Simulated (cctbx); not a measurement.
# A crystallographic session in cctbx: Sr8Fe5

Library: cctbx 2025.11. The data are simulated by the first script.

## 1. Simulate the data

run.py:

```python
from cctbx import adptbx, crystal, miller, sgtbx, xray
from cctbx.array_family import flex
from iotbx.shelx import hklf
from scitbx import matrix
import scitbx.random

cs = crystal.symmetry(unit_cell=(11.875, 11.875, 11.875, 90, 90, 90), space_group_symbol='Hall: I -4 2 3')  # I-43m
atoms = [  # label, site, U (iso, or U11 U22 U33 U12 U13 U23 in A^2), occupancy
    ("Sr1", (0.1882, 0.5393, 0.1882), 0.0175, 1),
    ("Sr2", (0.3939, 0.6061, 0.3939), 0.0173, 1),
    ("Fe1", (0, 0, 0.3575), 0.0246, 1),
    ("Fe2", (0.1719, 0.8281, 0.1719), 0.0175, 1),
]
xs = xray.structure(crystal_symmetry=cs)
for label, site, u, occ in atoms:
    u = adptbx.u_cif_as_u_star(cs.unit_cell(), u) if isinstance(u, tuple) else u
    xs.add_scatterer(xray.scatterer(label, site=site, u=u, occupancy=occ))
xs.set_inelastic_form_factors(0.71073, "sasaki")
xs.show_summary()
p1 = xs.expand_to_p1()
ms = miller.build_set(p1, anomalous_flag=True, d_min=0.6)
flex.set_random_seed(734272)
scitbx.random.set_random_seed(734272)
ms = ms.select(flex.random_double(ms.size()) < 0.95)
i = ms.structure_factors_from_scatterers(p1, algorithm="direct").f_calc().as_intensity_array().data()
i = i * 20000 / flex.max(i)
sig = flex.sqrt(i + flex.pow2(0.04 * i) + 2 ** 2)
noise = scitbx.random.variate(scitbx.random.normal_distribution())(i.size())
data = ms.array(data=i + sig * noise, sigmas=sig).set_observation_type_xray_intensity()
with open("data.hkl", "w") as f:
    data.export_as_shelx_hklf(f)
print("reflections written:", data.size(), " <I/sigma> = %.1f" % flex.mean(data.data() / data.sigmas()))
for h, a, b in list(data.sort("data"))[:12]:
    print("%4d%4d%4d %9.1f %7.1f" % (h + (a, b)))
```

```console
$ python run.py
```

```text
Number of scatterers: 4
At special positions: 4
Unit cell: (11.875, 11.875, 11.875, 90, 90, 90)
Space group: I -4 3 m (No. 217)
reflections written: 30775  <I/sigma> = 4.5
  -3   3   0   20939.6   812.4
  -3   0   3   20428.0   812.4
   3   0   3   20335.8   812.4
   0   3   3   20242.4   812.4
  -3  -3   0   20197.7   812.4
   3   0  -3   19990.7   812.4
   3  -3   0   19903.4   812.4
   3   3   0   19846.1   812.4
  -3   0  -3   19819.8   812.4
   0  -3  -3   19486.7   812.4
   0   3  -3   18762.6   812.4
   0  -3   3   18617.1   812.4
```

It took 0.64 s on 1 thread of Arm Neoverse N1 (shared host), peak memory 0.08 GiB.

## 2. Refinement (right model, isotropic)

run.py:

```python
import math
from cctbx import adptbx, crystal, maptbx, sgtbx, xray
from cctbx.array_family import flex
from cctbx.xray import observations
from iotbx.shelx import hklf
from scitbx.lstbx import normal_eqns_solving
from smtbx import absolute_structure, utils
from smtbx.refinement import constraints, least_squares

cs = crystal.symmetry(unit_cell=(11.875, 11.875, 11.875, 90, 90, 90), space_group_symbol='Hall: I -4 2 3')  # I-43m
atoms = [  # label, site, U (iso, or U11 U22 U33 U12 U13 U23 in A^2), occupancy
    ("Sr1", (0.1827, 0.5408, 0.1827), 0.0200, 1),
    ("Sr2", (0.3927, 0.6073, 0.3927), 0.0200, 1),
    ("Fe1", (0, 0, 0.3536), 0.0200, 1),
    ("Fe2", (0.1693, 0.8307, 0.1693), 0.0200, 1),
]
xs = xray.structure(crystal_symmetry=cs)
for label, site, u, occ in atoms:
    u = adptbx.u_cif_as_u_star(cs.unit_cell(), u) if isinstance(u, tuple) else u
    xs.add_scatterer(xray.scatterer(label, site=site, u=u, occupancy=occ))
xs.set_inelastic_form_factors(0.71073, "sasaki")
raw = hklf.reader(file_name="data.hkl").as_miller_arrays(crystal_symmetry=cs, anomalous=True)[0]
merged = raw.eliminate_sys_absent().merge_equivalents()
fo2 = merged.array().set_observation_type_xray_intensity()
print("Rint %.3f, %d unique reflections to %.2f A" % (merged.r_int(), fo2.size(), fo2.d_min()))
for sc in xs.scatterers():
    sc.flags.set_grad_site(True)
    sc.flags.set_grad_u_aniso(sc.flags.use_u_aniso())
    sc.flags.set_grad_u_iso(sc.flags.use_u_iso())
obs = fo2.as_xray_observations()
extra = {}
rep = constraints.reparametrisation(xs, [], utils.connectivity_table(xs), **extra)
ls = least_squares.crystallographic_ls(obs, rep, weighting_scheme=least_squares.mainstream_shelx_weighting(a=0, b=0))
print("cycle     R1     wR2    GooF  max shift (A)")
for cycle in range(8):
    ls.build_up()
    r1, wr2, goof = ls.r1_factor(cutoff_factor=2)[0], ls.wR2(), ls.goof()
    old = xs.sites_cart()
    normal_eqns_solving.levenberg_marquardt_iterations(ls, n_max_iterations=3, tau=1e-06, step_threshold=1e-7)
    big = flex.max((xs.sites_cart() - old).norms())
    print("%4d %7.4f %7.4f %7.3f %9.5f" % (cycle + 1, r1, wr2, goof, big))
    ls.build_up(objective_only=True)
    if abs(ls.wR2() - wr2) < 5e-5 and big < 5e-4:
        break
ls.build_up()
print("final R1 %.4f wR2 %.4f GooF %.3f  parameters %d  data/parameter %.1f" % (ls.r1_factor(cutoff_factor=2)[0], ls.wR2(), ls.goof(), ls.n_parameters, fo2.size() / ls.n_parameters))
cov = ls.covariance_matrix_and_annotations()
su = dict(zip(cov.annotations, (math.sqrt(max(v, 0)) for v in cov.matrix.matrix_packed_u_diagonal())))
a2 = cs.unit_cell().reciprocal_parameters()[0] ** -2
print("atom        x        y        z      Ueq    occ   su(xyz)  su(Uiso or U11)")
for sc in xs.scatterers():
    s = max(su.get(sc.label + k, 0) for k in (".x", ".y", ".z"))
    npd = "" if sc.is_positive_definite_u(cs.unit_cell()) else "  NPD"
    print("%-5s %8.5f %8.5f %8.5f %8.4f %6.3f %8.5f %7.4f%s" % ((sc.label,) + sc.site + (sc.u_iso_or_equiv(cs.unit_cell()), sc.occupancy, s, su.get(sc.label + ".uiso", su.get(sc.label + ".u11", 0) * a2), npd)))
fo = fo2.f_sq_as_f()
fc = fo.structure_factors_from_scatterers(xs, algorithm="direct").f_calc()
diff = fo.f_obs_minus_f_calc(1 / math.sqrt(ls.scale_factor()), fc).average_bijvoet_mates()
m = diff.fft_map(symmetry_flags=maptbx.use_space_group_symmetry, resolution_factor=0.25).apply_volume_scaling()
print("difference map: max %.2f min %.2f rms %.2f" % (m.statistics().max(), m.statistics().min(), m.statistics().sigma()))
peaks = m.peak_search(parameters=maptbx.peak_search_parameters(min_distance_sym_equiv=0.6, max_clusters=6)).all()
near = xs.closest_distances(peaks.sites(), distance_cutoff=4)
sps = cs.special_position_settings(min_distance_sym_equiv=0.5)
for k, (x, h) in enumerate(zip(peaks.sites(), peaks.heights())):
    ss = sps.site_symmetry(x)
    print("Q%-3d %7.4f %7.4f %7.4f %4d %7.2f  %.2f A from %s" % ((k + 1,) + tuple(t % 1 for t in ss.exact_site()) + (ss.multiplicity(), h, near.smallest_distances[k], xs.scatterers()[near.i_seqs[k]].label)))
```

```console
$ python run.py
```

```text
Rint 0.051, 787 unique reflections to 0.60 A
cycle     R1     wR2    GooF  max shift (A)
   1  0.1932  0.4420  19.581   0.09404
   2  0.0094  0.0220   0.976   0.00024
final R1 0.0094 wR2 0.0220 GooF 0.975  parameters 9  data/parameter 87.4
atom        x        y        z      Ueq    occ   su(xyz)  su(Uiso or U11)
Sr1    0.18819  0.53927  0.18819   0.0175  1.000  0.00001  0.0000
Sr2    0.39393  0.60607  0.39393   0.0174  1.000  0.00001  0.0000
Fe1    0.00000  0.00000  0.35749   0.0246  1.000  0.00004  0.0001
Fe2    0.17189  0.82811  0.17189   0.0176  1.000  0.00002  0.0001
difference map: max 0.33 min -0.28 rms 0.06
Q1    0.0719  0.0719  0.0719    8    0.35  0.70 A from Sr2
Q2    0.0000  0.0000  0.0000    2    0.31  2.18 A from Sr2
Q3    0.0552  0.0552  0.9448    8    0.28  2.10 A from Sr2
Q4    0.0654  0.0654  0.4144   24    0.27  1.29 A from Fe1
Q5    0.1723  0.1723  0.1723    8    0.26  1.36 A from Sr2
Q6    0.0497  0.0497  0.2446   24    0.26  1.58 A from Fe1
```

Time: 0.7 s.

## 3. Refinement (right model, anisotropic)

run.py, as its changes from the last script of this kind:

```diff
@@ -12,4 +12,4 @@
-    ("Sr1", (0.1827, 0.5408, 0.1827), 0.0200, 1),
-    ("Sr2", (0.3927, 0.6073, 0.3927), 0.0200, 1),
-    ("Fe1", (0, 0, 0.3536), 0.0200, 1),
-    ("Fe2", (0.1693, 0.8307, 0.1693), 0.0200, 1),
+    ("Sr1", (0.18819, 0.53927, 0.18819), 0.0175, 1),
+    ("Sr2", (0.39393, 0.60607, 0.39393), 0.0174, 1),
+    ("Fe1", (0, 0, 0.35749), 0.0246, 1),
+    ("Fe2", (0.17189, 0.82811, 0.17189), 0.0176, 1),
@@ -21,0 +22 @@
+xs.convert_to_anisotropic()
@@ -54,0 +56,4 @@
+fc = fo2.structure_factors_from_scatterers(xs, algorithm="direct").f_calc()
+absolute_structure.flack_analysis(xs, fo2.as_xray_observations()).show()
+h = absolute_structure.hooft_analysis(fo2, fc, scale_factor=ls.scale_factor())
+print("Hooft y: %.3f(%.0f)  Bijvoet pairs: %d" % (h.hooft_y, 1000 * h.sigma_y, h.n_bijvoet_pairs))
```

```console
$ python run.py
```

```text
Rint 0.051, 787 unique reflections to 0.60 A
cycle     R1     wR2    GooF  max shift (A)
   1  0.0095  0.0221   0.983   0.00013
   2  0.0094  0.0219   0.976   0.00000
final R1 0.0094 wR2 0.0219 GooF 0.976  parameters 16  data/parameter 49.2
atom        x        y        z      Ueq    occ   su(xyz)  su(Uiso or U11)
Sr1    0.18819  0.53928  0.18819   0.0175  1.000  0.00001  0.0000
Sr2    0.39393  0.60607  0.39393   0.0173  1.000  0.00001  0.0000
Fe1    0.00000  0.00000  0.35749   0.0246  1.000  0.00004  0.0001
Fe2    0.17190  0.82810  0.17190   0.0176  1.000  0.00002  0.0001
Flack x: -0.011(8)
Hooft y: -0.003(7)  Bijvoet pairs: 350
difference map: max 0.34 min -0.26 rms 0.06
Q1    0.0721  0.0721  0.0721    8    0.35  0.70 A from Sr2
Q2    0.0000  0.0000  0.0000    2    0.29  2.18 A from Sr2
Q3    0.2324  0.2324  0.7676    8    0.27  1.25 A from Fe2
Q4    0.0651  0.0651  0.4139   24    0.26  1.28 A from Fe1
Q5    0.0493  0.0493  0.2452   24    0.26  1.57 A from Fe1
Q6    0.0552  0.0552  0.9448    8    0.26  2.10 A from Sr2
```

Time: 0.7 s.

## 4. Refinement

run.py, as its changes from the last script of this kind:

```diff
@@ -13,2 +13,2 @@
-    ("Sr2", (0.39393, 0.60607, 0.39393), 0.0174, 1),
-    ("Fe1", (0, 0, 0.35749), 0.0246, 1),
+    ("Fe1", (0.39393, 0.60607, 0.39393), 0.0174, 1),
+    ("Sr2", (0, 0, 0.35749), 0.0246, 1),
@@ -36 +36 @@
-for cycle in range(8):
+for cycle in range(12):
@@ -56,4 +55,0 @@
-fc = fo2.structure_factors_from_scatterers(xs, algorithm="direct").f_calc()
-absolute_structure.flack_analysis(xs, fo2.as_xray_observations()).show()
-h = absolute_structure.hooft_analysis(fo2, fc, scale_factor=ls.scale_factor())
-print("Hooft y: %.3f(%.0f)  Bijvoet pairs: %d" % (h.hooft_y, 1000 * h.sigma_y, h.n_bijvoet_pairs))
```

```console
$ python run.py
```

```text
Rint 0.051, 787 unique reflections to 0.60 A
cycle     R1     wR2    GooF  max shift (A)
   1  0.1627  0.3958  17.614   0.02834
   2  0.0841  0.2457  10.933   0.00111
   3  0.0843  0.2456  10.929   0.00003
final R1 0.0843 wR2 0.2456 GooF 10.929  parameters 16  data/parameter 49.2
atom        x        y        z      Ueq    occ   su(xyz)  su(Uiso or U11)
Sr1    0.18808  0.53915  0.18808   0.0174  1.000  0.00015  0.0005
Fe1    0.39352  0.60648  0.39352   0.0038  1.000  0.00015  0.0005
Sr2    0.00000  0.00000  0.35997   0.0438  1.000  0.00040  0.0014
Fe2    0.17148  0.82852  0.17148   0.0172  1.000  0.00022  0.0008
difference map: max 12.34 min -6.54 rms 0.71
Q1    0.0964  0.0964  0.0964    8   12.60  0.21 A from Fe1
Q2    0.0464  0.3102  0.3102   24    3.79  0.09 A from Sr1
Q3    0.0000  0.0000  0.3494   12    3.48  0.13 A from Sr2
Q4    0.1004  0.1004  0.8167   24    1.95  1.20 A from Fe2
Q5    0.0325  0.2460  0.2460   24    1.66  1.11 A from Sr1
Q6    0.0788  0.0788  0.3720   24    1.57  1.33 A from Sr2
```

Time: 0.74 s.

This run holds a fault made on purpose: elements exchanged: Sr2 is Fe and Fe1 is Sr.

## 5. Refinement

run.py, as its changes from the last script of this kind:

```diff
@@ -13,2 +13,2 @@
-    ("Fe1", (0.39393, 0.60607, 0.39393), 0.0174, 1),
-    ("Sr2", (0, 0, 0.35749), 0.0246, 1),
+    ("Zn1", (0.39393, 0.60607, 0.39393), 0.0174, 1),
+    ("Fe1", (0, 0, 0.35749), 0.0246, 1),
```

```console
$ python run.py
```

```text
Rint 0.051, 787 unique reflections to 0.60 A
cycle     R1     wR2    GooF  max shift (A)
   1  0.0630  0.1550   6.900   0.00131
   2  0.0323  0.0778   3.462   0.00000
final R1 0.0323 wR2 0.0778 GooF 3.462  parameters 16  data/parameter 49.2
atom        x        y        z      Ueq    occ   su(xyz)  su(Uiso or U11)
Sr1    0.18816  0.53925  0.18816   0.0187  1.000  0.00005  0.0002
Zn1    0.39392  0.60608  0.39392   0.0101  1.000  0.00005  0.0002
Fe1    0.00000  0.00000  0.35760   0.0258  1.000  0.00013  0.0004
Fe2    0.17189  0.82811  0.17189   0.0186  1.000  0.00007  0.0003
difference map: max 2.53 min -0.97 rms 0.20
Q1    0.0903  0.0903  0.0903    8    2.59  0.32 A from Zn1
Q2    0.0879  0.1315  0.8685   24    0.71  1.21 A from Fe2
Q3    0.1107  0.1107  0.7996   24    0.61  1.08 A from Fe2
Q4    0.0439  0.2489  0.2489   24    0.55  1.06 A from Sr1
Q5    0.0509  0.0509  0.1642   24    0.52  1.16 A from Zn1
Q6    0.0195  0.0832  0.0832   24    0.47  1.10 A from Zn1
```

Time: 0.68 s.

This run holds a fault made on purpose: wrong element: Zn1 is Sr.

## 6. Refinement

run.py, as its changes from the last script of this kind:

```diff
@@ -13 +13 @@
-    ("Zn1", (0.39393, 0.60607, 0.39393), 0.0174, 1),
+    ("Sr2", (0.39393, 0.60607, 0.39393), 0.0174, 1),
@@ -21 +21 @@
-xs.set_inelastic_form_factors(0.71073, "sasaki")
+xs.set_inelastic_form_factors(1.54184, "sasaki")
```

```console
$ python run.py
```

```text
Rint 0.051, 787 unique reflections to 0.60 A
cycle     R1     wR2    GooF  max shift (A)
   1  0.0825  0.1988   8.846   0.00464
   2  0.0787  0.1910   8.500   0.00000
final R1 0.0787 wR2 0.1910 GooF 8.500  parameters 16  data/parameter 49.2
atom        x        y        z      Ueq    occ   su(xyz)  su(Uiso or U11)
Sr1    0.18812  0.53937  0.18812   0.0185  1.000  0.00011  0.0004
Sr2    0.39395  0.60605  0.39395   0.0183  1.000  0.00011  0.0004
Fe1    0.00000  0.00000  0.35746   0.0212  1.000  0.00033  0.0010
Fe2    0.17212  0.82788  0.17212   0.0160  1.000  0.00019  0.0007
difference map: max 9.24 min -0.54 rms 0.31
Q1    0.1705  0.1705  0.8295    8    9.79  0.03 A from Fe2
Q2    0.0000  0.0000  0.3562   12    6.94  0.02 A from Fe1
Q3    0.0349  0.3100  0.3100   24    2.95  0.06 A from Sr1
Q4    0.1060  0.1060  0.1060    8    2.65  0.00 A from Sr2
Q5    0.0645  0.0645  0.0645    8    0.88  0.86 A from Sr2
Q6    0.1498  0.1498  0.1498    8    0.76  0.90 A from Sr2
```

It took 0.67 s on 1 thread of Arm Neoverse N1 (shared host), peak memory 0.1 GiB.

This run holds a fault made on purpose: dispersion terms of the wrong wavelength.

[Logs are printed without paths, hosts, clocks, repeated set-up lines and the standing remarks that a program may print on its own settings, such as how far it seeks lower states.]
